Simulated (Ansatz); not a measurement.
# Lattice dynamics of CdF2 monolayer (1T), part 3 of 3

Wanted: phonon frequencies of CdF2 monolayer (1T) and what follows from them.

Ansatz 0.2.0; DFT LDA, scalar-relativistic, plane waves, PAW; PAW set soft_1.

So far. Step 4 (Relaxing to small forces for the phonons): The largest force component left is 0.063 meV/Å, within the tolerances set. Step 5 (Modes at Γ): Before it was imposed, the acoustic sum rule was missed by 1.6e-4 eV/Å² and the charge sum rule by 6.3e-5 e. Small misses are needed for a sound result but don't prove that mesh and cutoff are converged. The lowest optical mode is real, 257 cm⁻¹.

### Step 6. Phonons on a q mesh

Stability and thermal properties need the whole zone. Linear response on a 6×6×1 q mesh gives force constants as far as a supercell of that size would, and the tensors from the zone-centre run are typed in so that the long-range dipole term is interpolated apart.

input.yaml

```yaml
crystal:
  lattice:
    - [3.4401914219, 0.0, 0.0]
    - [-1.7200957109, 2.9792931652, 0.0]
    - [0.0, 0.0, 27.6]
  atoms:
    - { symbol: Cd, position: [0.0, 0.0, 0.3623188406] }
    - { symbol: F, position: [0.3333333333, 0.6666666667, 0.3975732755] }
    - { symbol: F, position: [0.6666666667, 0.3333333333, 0.3270644057] }
  periodic: [true, true, false]
kpoints:
  mp_grid: { grid: [12, 12, 1] }
hamiltonian:
  xc: lda
  pseudopotentials: { kind: paw, azcp: { folder: soft_1 }, xc_functional: pbe }
scf:
  occupations: { method: fixed }
output:
  eigenvalues: true
phonons:
  method: dfpt
  qmesh: [6, 6, 1]
  temperatures: { t_max: 1000, t_step: 50 }
  qpath:
    path:
      - [0.0, 0.0, 0.0]
      - [0.5, 0.0, 0.0]
      - [0.33333333, 0.33333333, 0.0]
      - [0.0, 0.0, 0.0]
    npoints: 10
  isolated: true
  non_analytic_term:
    high_frequency_dielectric_tensor: [[1.2741, 0.0, 0.0], [0.0, 1.2741, 0.0], [0.0, 0.0, 1.0853]]
    born_effective_charges:
      - { species: Cd, tensor: [[2.5472, 0.0, 0.0], [0.0, 2.5472, 0.0], [0.0, 0.0, 0.7151]] }
      - { species: F, tensor: [[-1.2736, 0.0, 0.0], [0.0, -1.2736, 0.0], [0.0, 0.0, -0.3576]] }
      - { species: F, tensor: [[-1.2736, 0.0, 0.0], [0.0, -1.2736, 0.0], [0.0, 0.0, -0.3576]] }
    source: "zone-centre run at this cell"
```

Run with:

```
$ ansatz run input.yaml --threads 4 --pin off --max-ram 16384MiB --backend cpu --events-out ev --progress --plain --runs-dir out
```

Numbers of over 12 decimals in the logs are rounded to 6 here.

The log of the run:

```text
Warning: phonons: the dynamical matrix that this run interpolates holds no multipole term above the dipole-dipole one, and a site of this crystal is no centre of inversion, so its interpolated transverse optical and acoustic branches and sound speeds can stay off near Gamma, and the density of states and the thermodynamics with them. What a run solves at a wave vector of phonons.qpoints, Gamma apart, where the deck admits one, is free of this, and under fd what a larger phonons.supercell samples
[...]
Crystal: 3 atoms, lattice volume = 282.882 Å³
Basis set: ecut = 420 eV, 5529 PW (Γ), exchange–correlation on 48×48×384 points (8 copies of the dense FFT grid, shifted against one another)
Bands: 21, of which v1, the nominal top of the filled ones, is band 17 counted from 1 (16 counted from 0)
Symmetry: 12 space group operations
k-points: 19 of 144 (irreducible under 6 space group operations, time reversal used)
[...]
SCF iter   1: F=—  HF=-9707.372596 eV  |F-HF|=—  |Δ(HF+E_count)|=         —  Δρ=4.01e-2  dr2=4.58e0  ethr=3.10e-3  ⟨swp⟩=7.0  Hψ=1961  notcnv=0  defer=31
[...]
SCF iter  10: F=-9705.915559 eV  HF=-9705.915559 eV  |F-HF|=1.27e-11  |Δ(HF+E_count)|=  1.26e-10  Δρ=2.51e-8  dr2=1.47e-12  ethr=1.00e-12  ⟨swp⟩=17.7  Hψ=3771  notcnv=0
SCF 1 converged in 10 iterations: F = -9705.915559 eV  dr2 = 1.47e-12
[...]
NSCF: frozen V_eff on 19 k-points
[...]
DFPT response loops at q = (0, 0, 0) (fractional): preconditioner auto → none (the input reference at scf.mixing.eps_inf says where Resta's filter doesn't serve); β = 0.50; Broyden in place of MSR1
[...]
SCF converged after 10 iterations
Free energy (F): -9705.915559 eV
[...]
Internal energy: -9705.915559 eV  (E = F + TS)
E sigma→0 (E₀):  -9705.915559 eV
Fermi energy:    -8.879472 eV
[...]
--- Band table (eV; the first three rows and the last of 19) ---
  k-point 0: bands = [... 13 lower, -10.4892, -10.1348, -8.8795, -8.8795, -5.0794, -1.7604 (-1.7604°), -0.0480, 0.1883]
  k-point 1: bands = [... 13 lower, -10.3834, -10.0942, -8.9978, -8.9046, -4.8664, -1.6095 (-1.6095°), 0.0627, 0.3105]
  k-point 2: bands = [... 13 lower, -10.3899, -9.9985, -9.2911, -8.9570, -4.2859, -1.1934 (-1.1934°), 0.3919, 0.6741]
  k-point 18: bands = [... 13 lower, -10.9779, -10.8678, -9.3274, -9.3274, -0.7451, 2.0526, 2.2500, 2.2500]
  ° read free of the cell's end (the report's vacuum.weakly_bound_levels)
--- Phonons (Γ-DFPT): 6 representative perturbations + reference (Σ response iterations 25) ---
  ASR residual: 7.229e-5 → 0.000e0 eV/Å²; symmetrization residual: 1.669e-5 eV/Å²
[...]
ASR residual per site (eV/Å²): 2.95e-5 7.19e-5 7.23e-5
  Γ frequencies (cm⁻¹): 0.00 0.00 0.00 257.44 257.44 294.99 294.99 310.16 324.77
--- Phonons (arbitrary-q DFPT): 7 irreducible q on the 6×6×1 mesh ---
  q = [0.0000, 0.0000, 0.0000] (star 1, of the zone-centre solve; hermiticity 3.03e-6, symmetrization 2.13e-10, taken by the last average 4.70e-8): -0.00 -0.00 -0.00 257.44 257.44 294.99 294.99 310.16 324.77
  q = [0.0000, 0.1667, 0.0000] (star 6, 9 solved perturbations on 78 of 144 k-point pairs; hermiticity 1.88e-6, symmetrization 1.46e-10, taken by the last average 5.95e-8): 13.47 45.04 79.20 243.83 266.08 295.67 309.47 311.50 390.36
[...]
q = [0.1667, 0.1667, 0.0000] (star 6, 6 solved perturbations in 666 linear systems a pass and spin channel, the states on 144 of 144 k-point pairs; hermiticity 5.49e-7, symmetrization 2.38e-10, taken by the last average 1.49e-7): 30.48 82.98 119.65 256.42 258.18 260.39 314.66 338.89 394.00
[...]
sum rule: each row above includes the acoustic sum rule's correction from the zone centre's row sums; it moved no ω² by more than (1.02 cm⁻¹)²
  mesh force constants: q→R imaginary residual 1.65e-18; ASR residual 7.229e-5 → 0.000e0 eV/Å²; symmetrization residual 1.776e-14 eV/Å²
  interpolated dispersion: 31 rows × 9 modes
  density of states and harmonic sums: on the 24×24×1 q-mesh, interpolated from the force constants of a 6×6×1 supercell (with the dipole–dipole term of supplied tensors)
  largest difference from the sums on the solved wave vectors: F 2.97e-2 eV, S 3.64e-5 and C_V 6.72e-6 eV/K
  zero-point energy: 0.128299 eV/cell   skipped modes (ω ≤ 0): 3   left out of the sums: 5.79e-4 of the cell's modes: C_V's classical limit lies that fraction below 3 k_B per atom; for a crystal, a wire or a layer, F and S can be off by more, and a phonons.interpolated_qmesh denser along its periods is the remedy for the sampling
```

The job ended after 11 min (4 threads of Arm Neoverse V1, shared host; peak memory 1.9 GiB).

Numbers from this step:

| Property | Result |
| --- | --- |
| sum-rule residual before enforcement | 7.23e-5 eV/Å² |
| lowest frequency on the path | 0 cm⁻¹ |
| highest frequency on the path or at a solved wavevector | 396 cm⁻¹ |
| mean frequency | 229.9 cm⁻¹ |
| lowest mode on the q mesh (acoustic modes at Γ apart) | 13.47 cm⁻¹ |
| zero-point energy per atom | 42.77 meV |
| heat capacity at 300 K | 22.10 J/(mol atoms K) |
| vibrational entropy at 300 K | 29.81 J/(mol atoms K) |
| edges of the widest gap between branches, on path and mesh | 159, 220.1 cm⁻¹ |

Frequencies (cm⁻¹) solved at each irreducible wavevector; negative means imaginary. Frequencies by wavevector, by row:

| q in reciprocal lattice units | star | mode 1 | mode 2 | mode 3 | mode 4 | mode 5 | mode 6 | mode 7 | mode 8 | mode 9 |
| --- | --- | --- | --- | --- | --- | --- | --- | --- | --- | --- |
| 0 0 0 | 1 | 0 | 0 | 0 | 257.4 | 257.4 | 295 | 295 | 310.2 | 324.8 |
| 0 0.1667 0 | 6 | 13.5 | 45 | 79.2 | 243.8 | 266.1 | 295.7 | 309.5 | 311.5 | 390.4 |
| 0 0.3333 0 | 6 | 36.6 | 79.6 | 137.5 | 227.1 | 254.8 | 282.7 | 327.2 | 332.7 | 393.8 |
| 0 -0.5 0 | 3 | 47.2 | 93.2 | 159 | 220.1 | 240.9 | 283.4 | 340.2 | 341 | 388.6 |
| 0.1667 0.1667 0 | 6 | 30.5 | 83 | 119.7 | 256.4 | 258.2 | 260.4 | 314.7 | 338.9 | 394 |
| 0.1667 0.3333 0 | 12 | 45.4 | 113.2 | 149.8 | 233.9 | 241.8 | 276.8 | 332.5 | 346 | 389.1 |
| 0.3333 0.3333 0 | 2 | 48.6 | 145.2 | 145.2 | 234.1 | 234.1 | 282 | 341.2 | 341.2 | 387.5 |

Interpolated from a 6×6×1 q mesh, with the LO-TO term (at Γ the limit along the path; where Γ stands inside the path, tables give the limit on arrival). The phonon branches at the labelled points (cm⁻¹):

| point | branch 1 | branch 2 | branch 3 | branch 4 | branch 5 | branch 6 | branch 7 | branch 8 | branch 9 |
| --- | --- | --- | --- | --- | --- | --- | --- | --- | --- |
| Γ | 0 | 0 | 0 | 257 | 257 | 295 | 295 | 310 | 325 |
| halfway | 25 | 64 | 112 | 235 | 266 | 285 | 316 | 323 | 396 |
| M | 47 | 93 | 159 | 220 | 241 | 283 | 340 | 341 | 389 |
| halfway | 47 | 117 | 154 | 234 | 236 | 279 | 338 | 344 | 388 |
| K | 49 | 145 | 145 | 234 | 234 | 282 | 341 | 341 | 388 |
| halfway | 30 | 83 | 120 | 256 | 258 | 260 | 315 | 339 | 394 |
| Γ | 0 | 0 | 0 | 257 | 257 | 295 | 295 | 310 | 325 |

The phonon branches as a text plot (rows in cm⁻¹):

```
    388 |     *********************************************
    371 |   **                                             **
    355 | **                                 *****           ***
    338 |             *************************   *******
    322 |***    ********                       *******   **  ****
    305 |*********                                    ***********
    289 |*      ******************      ***              **     *
    272 |     ******              ******   *********  ***
    256 |*****      ****                       ******************
    239 |     ******    ****************************
    223 |           **************         **
    206 |
    190 |
    173 |
    157 |               ****************
    140 |             **              **************
    124 |           **             ***       **     **
    107 |         **            ***            *****  ***
     91 |       **      ********                    **
     74 |     **    ****                              *****
     58 |       ****                                       **
     41 |   ****      ******************************     **
     25 | ****  ******                              *****  *****
      8 |*******                                         ********
         Γ                   M           K                      Γ
```

Tetrahedra on a 24×24×1 mesh, mean over bins of 5 cm-1. Interpolated from a 6×6×1 q mesh. Phonon density of states against wavenumber; read off at these points:

wavenumber (cm⁻¹), phonon density of states (1/cm⁻¹/cell) and a bar:
```
        2     0.0058 ##
       12     0.0109 ####
       22     0.0144 #####
       32     0.0205 #######
       48     0.0708 ########################
       58     0.0079 ###
       68     0.0097 ###
       78     0.0124 ####
       88     0.0174 ######
       98     0.0201 #######
      108     0.0160 #####
      118     0.0152 #####
      132     0.0165 #####
      142     0.0189 ######
      152     0.0329 ###########
      162     0.0000 
      172     0.0000 
      182     0.0000 
      192     0.0000 
      208     0.0000 
      218     0.0002 
      228     0.0230 ########
      232     0.0666 ######################
      238     0.0557 ###################
      248     0.0475 ################
      258     0.0325 ###########
      268     0.0262 #########
      282     0.0639 #####################
      292     0.0065 ##
      302     0.0037 #
      312     0.0360 ############
      322     0.0311 ##########
      332     0.0477 ################
      338     0.0764 #########################
      342     0.0730 ########################
      352     0.0007 
      368     0.0015 #
      378     0.0026 #
      388     0.0809 ###########################
      392     0.0902 ##############################
      398     0.0148 #####
```

The partial phonon density of states has structure finer than the step of the table below, so its rows give means over 20 cm⁻¹, whole bins alone (the curve runs from -10 to 425 cm⁻¹). Peaks (cm⁻¹: height): Cd 44.7: 0.0518, 91.2: 0.0179, 151.4: 0.0222, 280.0: 0.0107, 340.2: 0.0103; F 151.4: 0.00985, 241.7: 0.0567, 280.0: 0.0526, 340.2: 0.0637, 389.5: 0.0784.

Phonopy on the run's constants, 19x19x1 mesh, Gaussian sigma 3.1 cm-1. Interpolated from a 6×6×1 q mesh. The partial phonon density of states by wavenumber; means over each step; values in 1/cm⁻¹/cell:

| wavenumber (cm⁻¹) | Cd | F |
| --- | --- | --- |
| 0 | 0.00303 | 0.00101 |
| 20 | 0.0108 | 0.00314 |
| 40 | 0.0316 | 0.00530 |
| 60 | 0.00942 | 0.00224 |
| 80 | 0.0110 | 0.00282 |
| 100 | 0.0154 | 0.00354 |
| 120 | 0.0129 | 0.00348 |
| 140 | 0.0147 | 0.00577 |
| 160 | 0.00953 | 0.00438 |
| 180 | 6.0e-7 | 3.0e-7 |
| 200 | 0 | 1.6e-6 |
| 220 | 3.1e-4 | 0.0140 |
| 240 | 0.00285 | 0.0512 |
| 260 | 0.00383 | 0.0325 |
| 280 | 0.00626 | 0.0330 |
| 300 | 0.00192 | 0.0123 |
| 320 | 0.00459 | 0.0306 |
| 340 | 0.00784 | 0.0488 |
| 360 | 4.2e-4 | 0.00229 |
| 380 | 0.00113 | 0.0200 |
| 400 | 0.00250 | 0.0236 |

Harmonic thermodynamic functions per atom, from the density of states. Interpolated from a 6×6×1 q mesh. Thermodynamic functions, by row:

| T (K) | F_vib (meV/atom) | S (J/mol-atom/K) | C_V (J/mol-atom/K) |
| --- | --- | --- | --- |
| 0 | 42.77 | 0 | 0 |
| 100 | 37.71 | 10.51 | 11.61 |
| 200 | 21.02 | 21.36 | 19.33 |
| 300 | -5.7 | 29.81 | 22.1 |
| 400 | -40.12 | 36.35 | 23.26 |
| 500 | -80.61 | 41.61 | 23.84 |
| 600 | -126.1 | 45.98 | 24.16 |
| 700 | -175.7 | 49.72 | 24.36 |
| 800 | -229 | 52.99 | 24.49 |
| 900 | -285.4 | 55.88 | 24.58 |
| 1000 | -344.7 | 58.47 | 24.65 |

Symmetry leaves 7 wavevectors to solve. The lowest mode among them, the acoustic zeros apart, lies at q = (0, 0.167, 0) and is real, 13.5 cm⁻¹.

### Step 7. Isotope substitution

An isotope changes the mass and not the force constants, so no new electronic calculation is needed; the shifts show which modes move this element.

The same force constants with the mass of Cd changed from 112.414 to 115.905 u (phonopy, no LO-TO term). Both lists are sorted by frequency; levels can cross, so a row need not hold one and the same mode. Modes under 3 cm⁻¹ are left out. Isotope shifts, by row:

| q | rank | natural mass (cm⁻¹) | changed mass (cm⁻¹) |
| --- | --- | --- | --- |
| 0 0 0 | 4 | 257.4 | 257.4 |
| 0 0 0 | 5 | 257.4 | 257.4 |
| 0 0 0 | 6 | 295 | 293.9 |
| 0 0 0 | 7 | 295 | 293.9 |
| 0 0 0 | 8 | 310.2 | 310.2 |
| 0 0 0 | 9 | 324.8 | 323.5 |
| 0 0.1667 0 | 1 | 13.47 | 13.32 |
| 0 0.1667 0 | 2 | 45.04 | 44.52 |
| 0 0.1667 0 | 3 | 79.2 | 78.31 |
| 0 0.1667 0 | 4 | 243.8 | 243.7 |
| 0 0.1667 0 | 5 | 266.1 | 265.6 |
| 0 0.1667 0 | 6 | 295.7 | 295 |
| 0 0.1667 0 | 7 | 309.5 | 309.2 |
| 0 0.1667 0 | 8 | 311.5 | 310.6 |
| 0 0.1667 0 | 9 | 390.4 | 389.2 |
| 0 0.3333 0 | 1 | 36.56 | 36.1 |
| 0 0.3333 0 | 2 | 79.6 | 78.62 |
| 0 0.3333 0 | 3 | 137.5 | 136.1 |
| 0 0.3333 0 | 4 | 227.1 | 227 |
| 0 0.3333 0 | 5 | 254.8 | 254.3 |
| 0 0.3333 0 | 6 | 282.7 | 282.1 |
| 0 0.3333 0 | 7 | 327.2 | 326.8 |
| 0 0.3333 0 | 8 | 332.7 | 331.9 |
| 0 0.3333 0 | 9 | 393.8 | 393.3 |
| 0 -0.5 0 | 1 | 47.16 | 46.52 |
| 0 -0.5 0 | 2 | 93.17 | 91.96 |
| 0 -0.5 0 | 3 | 159 | 157.3 |
| 0 -0.5 0 | 4 | 220.1 | 220.1 |
| 0 -0.5 0 | 5 | 240.9 | 240.9 |
| 0 -0.5 0 | 6 | 283.4 | 282.2 |
| 0 -0.5 0 | 7 | 340.2 | 339.6 |
| 0 -0.5 0 | 8 | 341 | 340.3 |
| 0 -0.5 0 | 9 | 388.6 | 388.6 |

A mode of this element alone would shift by -1.52 %. The highest zone-centre frequency without the field goes from 324.8 to 323.5 cm⁻¹ (-0.4 %). The product of the frequency ratios over all optical modes at Γ is 0.989; the product rule, (m/m′)^(3k/2) (M′/M)^(3/2) with k = 1 such atoms and M the mass of the cell, gives 0.989.

### Step 8. Summary of results

```
space group after relaxation (within 0.01 Å)            : P-3m1
area per atom                                           : 3.42 Å²
gap on the k-mesh                                       : 3.80 eV
highest optical mode at the zone centre (no LO-TO term) : 325 cm⁻¹
lowest optical zone-centre mode                         : 257 cm⁻¹
largest Born charge (third of the trace)                : 1.94 e
lowest mode on the q mesh (acoustic modes at Γ apart)   : 13.5 cm⁻¹
highest frequency on the path or at a solved wavevector : 396 cm⁻¹
zero-point energy per atom                              : 42.8 meV
heat capacity at 300 K                                  : 22.1 J/(mol atoms K)
vibrational entropy at 300 K                            : 29.8 J/(mol atoms K)
imaginary modes on the 6×6×1 q mesh                     : none
```

What this shows: The structure is a minimum as far as tested: no mode is imaginary at the 7 irreducible wavevectors of the 6×6×1 mesh, and the softest away from the acoustic zeros lies at 13 cm⁻¹. Without the field, the optical modes at Γ span 257 to 325 cm⁻¹. The highest mode in this list at Γ, 324.8 cm⁻¹, is mostly motion of F (75 % of the kinetic energy). The strongest infrared line is at 295 cm⁻¹. Averaged over orientations, the strongest Raman line at 532 nm and 300 K is at 310 cm⁻¹. On the path and the mesh, the widest gap between branches runs from 159 to 220 cm⁻¹. In a sheet or slab the interpolated bending branch near Γ is rough, since the rotational sum rule isn't imposed. Dielectric tensors refer to the cell with its vacuum. The PAW files were made for PBE and serve the other functionals too. The starting cell was built on a prototype and not taken from a measurement. These are harmonic frequencies at zero temperature: anharmonic shifts, linewidths and thermal expansion are left out.

[Logs are printed without paths, hosts, clocks, repeated set-up lines and the standing remarks that a program may print on its own settings, such as how far it seeks lower states.]

[Hosts, paths, dates, database ids (printed as entryN), source tags and the programs' standing remarks are cut or masked in the printed files.]
